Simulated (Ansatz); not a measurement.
# Au(111) with 4 thermally displaced layers, 2x2: scattering by thermal displacements

Wanted: the phonon-limited resistivity of Au at 500 K by the Landauer route.

Program: Ansatz 0.2.0. Level of theory: Ansatz plane-wave DFT, PBE, PAW files; ballistic transport by layer matching (Landauer), zero bias; PAW set soft_1. Results are calculated unless marked as measured.

## Step 1: The structure

The cell holds 40 atoms: 40 Au. Its edges and angles: a = 5.768 Å, b = 5.768 Å, c = 23.605 Å, α = 93.5°, β = 86.5°, γ = 120.0°. It derives from Au. Regions: lead, 24 atoms (24 Au); scattering region, 16 atoms (16 Au). The structure is stacked along c, and the current runs across the ab planes.

## Step 2: With 4 displaced layers

Each atom of 4 layers is moved at random, by amounts drawn from a normal law 0.1167 Å wide in each direction from the Debye model (165 K) at 500 K. The layers about the cell's end stay perfect and serve as the lead. Disorder leaves little or no symmetry, which makes such runs dear. Energies from -0.05 to 0.05 eV in steps of 0.05 eV are too few for the program's thermal sum, so it prints no conductance; for a metal the transmission near the Fermi level serves, at a fraction of the cost.

Input file input.yaml:

```yaml
crystal:
  lattice:
    - [5.7675164607, 0.0, 0.0]
    - [-2.8837582304, 4.9948157718, 0.0]
    - [1.4418791152, -0.8324692953, 23.5457873532]
  atoms:
    - { symbol: Au, position: [0.9916666667, 0.0083333333, 0.05] }
    - { symbol: Au, position: [0.9916666667, 0.5083333333, 0.05] }
    - { symbol: Au, position: [0.4916666667, 0.0083333333, 0.05] }
    - { symbol: Au, position: [0.4916666667, 0.5083333333, 0.05] }
    - { symbol: Au, position: [0.1416666667, 0.3583333333, 0.15] }
    - { symbol: Au, position: [0.1416666667, 0.8583333333, 0.15] }
    - { symbol: Au, position: [0.6416666667, 0.3583333333, 0.15] }
    - { symbol: Au, position: [0.6416666667, 0.8583333333, 0.15] }
    - { symbol: Au, position: [0.2916666667, 0.2083333333, 0.25] }
    - { symbol: Au, position: [0.2916666667, 0.7083333333, 0.25] }
    - { symbol: Au, position: [0.7916666667, 0.2083333333, 0.25] }
    - { symbol: Au, position: [0.7916666667, 0.7083333333, 0.25] }
    - { symbol: Au, position: [0.9531333819, 0.083380111, 0.3536743412] }
    - { symbol: Au, position: [0.9762105649, 0.5951469715, 0.3440268324] }
    - { symbol: Au, position: [0.4136508182, 0.0273981041, 0.3494661197] }
    - { symbol: Au, position: [0.4612032951, 0.5582301933, 0.3524569323] }
    - { symbol: Au, position: [0.0554831081, 0.4110193202, 0.4455063768] }
    - { symbol: Au, position: [0.1371511981, 0.9298310994, 0.454703733] }
    - { symbol: Au, position: [0.5971103356, 0.4231910077, 0.4532596422] }
    - { symbol: Au, position: [0.5789865911, 0.8966216188, 0.4494313364] }
    - { symbol: Au, position: [0.2227130444, 0.244217558, 0.5485959627] }
    - { symbol: Au, position: [0.2372000794, 0.7749141531, 0.5420918861] }
    - { symbol: Au, position: [0.7514704832, 0.2432713781, 0.5472950364] }
    - { symbol: Au, position: [0.7128624967, 0.7547598084, 0.5487729139] }
    - { symbol: Au, position: [0.88922832, 0.0959435838, 0.6504645329] }
    - { symbol: Au, position: [0.9337245446, 0.6174124473, 0.6471575434] }
    - { symbol: Au, position: [0.4089510422, 0.1058153829, 0.6529424642] }
    - { symbol: Au, position: [0.4010879848, 0.5976053577, 0.6404360227] }
    - { symbol: Au, position: [0.0416666667, 0.4583333333, 0.75] }
    - { symbol: Au, position: [0.0416666667, 0.9583333333, 0.75] }
    - { symbol: Au, position: [0.5416666667, 0.4583333333, 0.75] }
    - { symbol: Au, position: [0.5416666667, 0.9583333333, 0.75] }
    - { symbol: Au, position: [0.1916666667, 0.3083333333, 0.85] }
    - { symbol: Au, position: [0.1916666667, 0.8083333333, 0.85] }
    - { symbol: Au, position: [0.6916666667, 0.3083333333, 0.85] }
    - { symbol: Au, position: [0.6916666667, 0.8083333333, 0.85] }
    - { symbol: Au, position: [0.8416666667, 0.1583333333, 0.95] }
    - { symbol: Au, position: [0.8416666667, 0.6583333333, 0.95] }
    - { symbol: Au, position: [0.3416666667, 0.1583333333, 0.95] }
    - { symbol: Au, position: [0.3416666667, 0.6583333333, 0.95] }
kpoints:
  mp_grid: { grid: [5, 5, 1] }
hamiltonian:
  xc: pbe
  pseudopotentials: { kind: paw, azcp: { folder: soft_1 } }
scf:
  occupations: { method: fermi_dirac, width: 0.1 }
output:
  transmission:
    leads: [[0, 4]]
    kmesh: [10, 10]
    e_range: [-0.05, 0.05]
    de: 0.05
  write_potential: true
  write_density: true
  volumetric_format: npy
  elf: true
```

The run is started by

```bash
$ ansatz run input.yaml --threads 4 --pin off --max-ram 15360MiB --backend cpu --events-out ev --progress --plain --runs-dir out
```

Numbers of over 12 decimals in the logs are rounded to 6 here.

Output:

```text
Engine: ansatz 0.2.0, aarch64-unknown-linux-gnu
Pseudopotentials: kind: paw
Pseudopotential: Au, paw, valence charge 19, recommended cutoff 420 eV (normal), soft_1/Au.paw.azcp
Functional definition: PBE
  parameter kappa = 0.804
  parameter beta = 0.066725
  exchange = pbe_x(kappa = kappa, mu = beta*pi^2/3)
  correlation = pbe_c(beta = beta)
Crystal: 40 atoms, lattice volume = 678.300 Å³
Basis set: ecut = 420 eV, 13321 PW (Γ)
Bands: 456, of which v1, the nominal top of the filled ones, is band 380 counted from 1 (379 counted from 0)
Symmetry: 1 space group operations
Space group: P1 (ITA 1), of the structure as read, at distance tolerance 8.8e-5 Å
k-points: 13 of 25 (time reversal used)
Non-local potential: Au, projectors of the file, l = 0: 3, l = 1: 2, l = 2: 2, l = 3: 1
PAW form: soft (Blöchl's): semilocal exchange-correlation on the pseudo side does not see the compensation charge
PAW one-centre angular grid: Au, 590 points (default); XC on 64 Gauss nodes
Initial density: superposition of atomic densities (chi_scale 0.1, normalization cell)
Initial wavefunctions: pseudopotential atomic-orbital guess
Functional: x = pbe(κ = 0.804, μ = 0.219515), c = pbe(β = 0.066725)
SCF iter   1: F=—  HF=-526055.259801 eV  |F-HF|=—  |Δ(HF+E_count)|=         —  Δρ=6.75e-2  dr2=3.39e1  ethr=3.10e-3  ⟨swp⟩=4.0  Hψ=17608  notcnv=0  defer=139
preconditioner: auto → Kerker (q_TF=auto, 2.781 Å⁻¹)  [metal: Δε(μ)=0.028 eV  Ē_g=10.189 eV  σ=0.100 eV  W_gap=0.07  n_scr=260 (ndim 8)  ℏωp=29.9 eV  f_vac=0.000  D(μ)=18.18/eV (n_scr^D=110)]
SCF iter   2: F=—  HF=-526047.186671 eV  |F-HF|=—  |Δ(HF+E_count)|=    8.07e0  Δρ=3.10e-2  dr2=6.93e0  ethr=3.10e-3  ⟨swp⟩=2.9  Hψ=9822  notcnv=0  defer=713
SCF iter   3: F=—  HF=-526045.243961 eV  |F-HF|=—  |Δ(HF+E_count)|=    1.94e0  Δρ=7.41e-3  dr2=2.28e-1  ethr=9.12e-4  ⟨swp⟩=2.0  Hψ=8248  notcnv=0  defer=713
SCF iter   4: F=—  HF=-526045.304786 eV  |F-HF|=—  |Δ(HF+E_count)|=   6.08e-2  Δρ=1.30e-3  dr2=9.02e-3  ethr=2.99e-5  ⟨swp⟩=2.7  Hψ=11800  notcnv=0  defer=713
SCF iter   5: F=—  HF=-526045.308322 eV  |F-HF|=—  |Δ(HF+E_count)|=   3.54e-3  Δρ=3.08e-4  dr2=9.70e-4  ethr=1.19e-6  ⟨swp⟩=2.1  Hψ=7723  notcnv=0  defer=713
SCF iter   6: F=—  HF=-526045.308377 eV  |F-HF|=—  |Δ(HF+E_count)|=   5.44e-5  Δρ=1.04e-4  dr2=3.06e-4  ethr=1.28e-7  ⟨swp⟩=2.3  Hψ=7481  notcnv=0  defer=713
SCF iter   7: F=—  HF=-526045.308346 eV  |F-HF|=—  |Δ(HF+E_count)|=   3.07e-5  Δρ=4.24e-5  dr2=2.81e-5  ethr=4.02e-8  ⟨swp⟩=1.0  Hψ=5213  notcnv=0  defer=713
SCF iter   8: F=—  HF=-526045.308715 eV  |F-HF|=—  |Δ(HF+E_count)|=   3.69e-4  Δρ=7.75e-6  dr2=3.50e-6  ethr=3.70e-9  ⟨swp⟩=2.3  Hψ=8392  notcnv=0  defer=713
SCF iter   9: F=—  HF=-526045.308715 eV  |F-HF|=—  |Δ(HF+E_count)|=   4.76e-8  Δρ=3.12e-6  dr2=2.87e-7  ethr=4.61e-10  ⟨swp⟩=1.0  Hψ=5213  notcnv=0  defer=713
SCF iter  10: F=-526045.308715 eV  HF=-526045.308715 eV  |F-HF|=7.95e-8  |Δ(HF+E_count)|=   1.07e-8  Δρ=1.52e-6  dr2=8.55e-8  ethr=1.32e-11  ⟨swp⟩=8.4  Hψ=22177  notcnv=0
SCF 1 converged in 10 iterations: F = -526045.308715 eV  dr2 = 8.55e-8
  greatest PAW one-centre occupation: 1.000 electrons in one spin orbital (limit 2), on the Au atom at site 28 (counted from 0), in its partial waves of l = 0
transmission: 162 of 1560 steps passed
transmission: 315 of 1560 steps passed
[...]
transmission: 1560 of 1560 steps passed
SCF converged after 10 iterations
Free energy (F): -526045.308715 eV
Harris-Foulkes:  -526045.308715 eV  (|F-HF|=7.95e-8)
Internal energy: -526044.831850 eV  (E = F + TS)
E sigma→0 (E₀):  -526045.070283 eV
Entropy (-TS):   -0.476865 eV (-11.922 meV/atom)
Fermi energy:    20.729431 eV
--- Per-component energies (eV) ---
  E_band       = -8246.669239
  E_kinetic    = 23148.159118
  E_local      = -68193.127672  (includes V_loc(G=0)·N_el)
  E_nonlocal   = 3921.482158
  E_hartree    = 29600.758369
  E_xc         = -8626.335194
  E_vxc        = -10478.884511  (∫ρ·V_xc dr)
  E_paw        = -389265.356775  (= ΣΔE_a)
  E_vpaw       = -15845.880059  (= ΣTr[D̂ρ^β])
  E_aug_tail   = 0.066798  (compensation charges beyond the density's cutoff)
  E_ewald      = -116630.478652
  E_smearing   = -0.476865  (= −TS)
  E_closure    = 0.000000  (closes the sum)
  Σ components = -526045.308715   (vs F -526045.308715, Δ=0.00e0)
--- Band table (eV; the first three rows and the last of 13) ---
  k-point 0: bands = [... 376 lower, 20.8026, 21.1686, 21.2184, 21.2705, 21.2881, 21.5208, 21.5365, 21.6277, ... 72 higher]
  k-point 1: bands = [... 376 lower, 20.3612, 20.4289, 20.5103, 20.6581, 20.7491, 20.8616, 20.9540, 21.0688, ... 72 higher]
  k-point 2: bands = [... 376 lower, 20.5083, 20.5373, 20.5641, 20.6213, 20.6739, 20.8313, 20.8622, 21.0605, ... 72 higher]
  k-point 12: bands = [... 376 lower, 19.5299, 20.2003, 20.3567, 20.6873, 20.7807, 20.8282, 21.2596, 22.2228, ... 72 higher]
--- Transmission ---
  basis      : 253 plane waves across, 30 finite elements along
  points     : 52, standing for a mesh of 10 x 10
  energies   : 3 from -0.050000 to 0.050000 eV about the Fermi level, 0.050000 eV apart; the leads are filled to 0.000000 eV, and channels, transmission and decay are at 0.000000 eV
  crystal 0  : Au4, at the sites [0, 4], period 2.3546 Å, over 14.13 Å; its Hamiltonian steps by up to 7.5 meV
    offset         : up to 0.0000 Å between an atom of the period and one for which it stands
    channels       : 3.210000e0 a spin
    conductance    : none, the energies end too early or step too widely for 300 K: set another output.transmission.e_range or a lower de, or, where they end at an eighth of basis.ecutwfc, a higher one
  junction   : crystal 0 to crystal 0, 0.70 to 21.89 Å
    transmission   : 3.072741e0 a spin
    conductance    : none, the energies end too early or step too widely for 300 K: set another output.transmission.e_range or a lower de, or, where they end at an eighth of basis.ecutwfc, a higher one
```

Elapsed: 13 min, on 4 threads of Arm Neoverse V1, shared host; peak memory 6.5 GiB; 45 min of CPU time.

This step gave:

```yaml
free_energy: -526045.3087 eV
energy_at_zero_smearing: -526045.0703 eV
fermi_energy: 20.73 eV
cell_area: 28.81 Å²
transmission_per_spin_nearest_the_fermi_level: 3.073
open_channels_per_spin_nearest_the_fermi_level: 3.21
step_of_the_lead_s_potential: 7.5 meV
```

Per spin. The transmission, zone mean by energy, zero at the Fermi level:

```
energy (eV)  transmission, zone mean
    -0.0500                     3.06
     0.0000                     3.07
     0.0500                     3.08
```

Per spin. The open channels, zone mean, lead stays at 3.21 for energy from -0.05 to 0.05 eV.

Transmission over k1 and k2. At 0.0000 eV from the Fermi level.

Ten even steps from '0' (2.74) to '9' (3.66):
```
2822292222
2282292222
2228282222
2222101222
8864121468
2222101222
2222282822
2222292282
2222292228
8222292222
```
Columns: k1 (b1) from -0.5 to 0.4; rows upwards: k2 (b2) from -0.5 to 0.4.

Open channels over k1 and k2. At 0.0000 eV from the Fermi level.

Ten even steps from '0' (3.00) to '9' (4.00):
```
0900090000
0090090000
0009090000
0000000000
9999000999
0000000000
0000090900
0000090090
0000090009
9000090000
```
Columns: k1 (b1) from -0.5 to 0.4; rows upwards: k2 (b2) from -0.5 to 0.4.

Electrostatic potential energy in the cb plane at fractional x = 0.953, with atoms of Au within 0.2 Å of it. With pseudopotentials it is smooth inside the atoms' cores, unlike the true potential.

Values in eV, 8 rows by 16 columns, each cell a mean:
```
 21  20  15  20   5  17  18  14  21  19  23  17  20  -5 -19  19
 15  12   1  20  16  22  16  11  21  20  22   7  15   8   2  22
 19  18  13  11 -19  10  21  21  23  22  15 -24  -4  21  21  23
 23  23  22   5 -26   7  18  18  23  22  16 -19   3  12   3  21
 21  20  16  18   4  18  -7  -2  20  16  22  15  20  -5 -18  19
 15  12   1  21  17  18  -7   0  19  14  22  11  16   8   2  22
 19  18  14  17 -17   0  18  20  22  20  18 -20  -4  21  21  23
 23  23  22  14 -25  -4  22  22  23  21  18 -15   3  12   4  21
```
Columns run along c (16.0 Å, from fractional 0.16 to 0.84 of the cell; values clipped at the 3rd and 97th percentile), rows up along b (5.8 Å). Atoms in or near the plane, at fractional coordinates: Au at (0.35, 0.08), Au at (0.34, 0.60), Au at (0.65, 0.62).

ELF in the cb plane at fractional x = 0.953, with atoms of Au within 0.2 Å of it. It is the smooth field of the valence electrons, not physical close to the nuclei.

Ten even steps from '0' (0.12) to '9' (0.74), each cell a mean:
```
10001111112455321112211111110112221135665311
21112332101122100133321111110001111135665311
32113443211111100234321111110012221124554211
32113443212333210122211011100245542112322101
21112332124565410111100011111357864111110001
11001111125797521111100011111368964211111001
10000111135797421122100001111357753112443111
10000111124665311344311111111134432125665311
11001222112332112456531122210011211135765311
21112443111111113566531123310011111135665211
32113454211122212455421122211123332113443101
32112443112455421233210112111145653111111001
21011221113677531111000011111257864211110001
10000111114699641100000011111256764212222101
00000111113677531111100011111245542124554211
```
Columns run along c (16.0 Å, from fractional 0.16 to 0.84 of the cell), rows up along b (5.8 Å). Atoms in or near the plane, at fractional coordinates: Au at (0.35, 0.08), Au at (0.34, 0.60), Au at (0.65, 0.62).

Valence density in the cb plane at fractional x = 0.953, with atoms of Au within 0.2 Å of it. It is the smooth field of the valence electrons, not physical close to the nuclei.

Ten steps, logarithmic in the rise over the least value, from '0' (0 e/Å³) to '9' (13 e/Å³), each cell a mean:
```
10001221112566421122211112110123321247887411
21112443111222100234421122210011111147886311
32123554211121100234421112110023321135664211
42124554212444210123321111100246763112332101
32112443225787520112110011101479985211111001
11001221137998621011100011101479985211221001
10000111137998621122210011101378874223554211
10000111125787422355421112111245642236776311
21012332113443213677631123210112211147887411
32113454211121113688632233320011211136876311
42124564211233223577531233321124442124553101
32123553212466532344310122211257874211221001
21012332114799742111100012111368985211111001
10000111125899852000000011111368985212332101
00000111014799741011100011111246753225665211
```
Columns run along c (16.0 Å, from fractional 0.16 to 0.84 of the cell), rows up along b (5.8 Å). Atoms in or near the plane, at fractional coordinates: Au at (0.35, 0.08), Au at (0.34, 0.60), Au at (0.65, 0.62).

Over the solved energies the transmission per spin lies between 3.06 and 3.08, out of 3.21 channels of the lead on average (up to 3.21).

(Continued in part 2 of 2.)

[Logs are printed without paths, hosts, clocks, repeated set-up lines and the standing remarks that a program may print on its own settings, such as how far it seeks lower states.]

[Hosts, paths, dates, database ids (printed as entryN), source tags and the programs' standing remarks are cut or masked in the printed files.]
